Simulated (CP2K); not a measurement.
Two runs for the S L₂,₃ edge of mercaptoketene. Run A: CP2K XAS_TDP, all-electron GAPW, PBEh(45%), aug-cc-pVTZ, TDA, ZORA, spin–orbit coupling. Run B differs in one setting.

First lines with a strength over 0.0003. A:

| atom | energy (eV) | states | strength, one atom |
| --- | --- | --- | --- |
| S4 (bonded to C and H) | 161.84 | 1 | 0.0003 |
|  | 162.25 | 1 | 0.0008 |
|  | 162.34 | 1 | 0.0014 |
|  | 162.37 | 1 | 0.0011 |
|  | 162.58 | 1 | 0.0008 |

B:

| atom | energy (eV) | states | strength, one atom |
| --- | --- | --- | --- |
| S4 (bonded to C and H) | 163.95 | 1 | 0.0004 |
|  | 164.40 | 1 | 0.0005 |
|  | 164.53 | 1 | 0.0007 |
|  | 164.56 | 1 | 0.0018 |
|  | 164.75 | 1 | 0.0012 |

Which was it: the functional, the basis, GW2X switched on?

GW2X switched on. GW2X shifts the lines nearly together; each 2p level gets its own shift. The lowest line over the strength cut lies at 163.95 eV, against 161.84 eV (PBEh(45%), aug-cc-pVTZ).

[Hosts, paths, dates, database ids (printed as entryN), source tags and the programs' standing remarks are cut or masked in the printed files.]
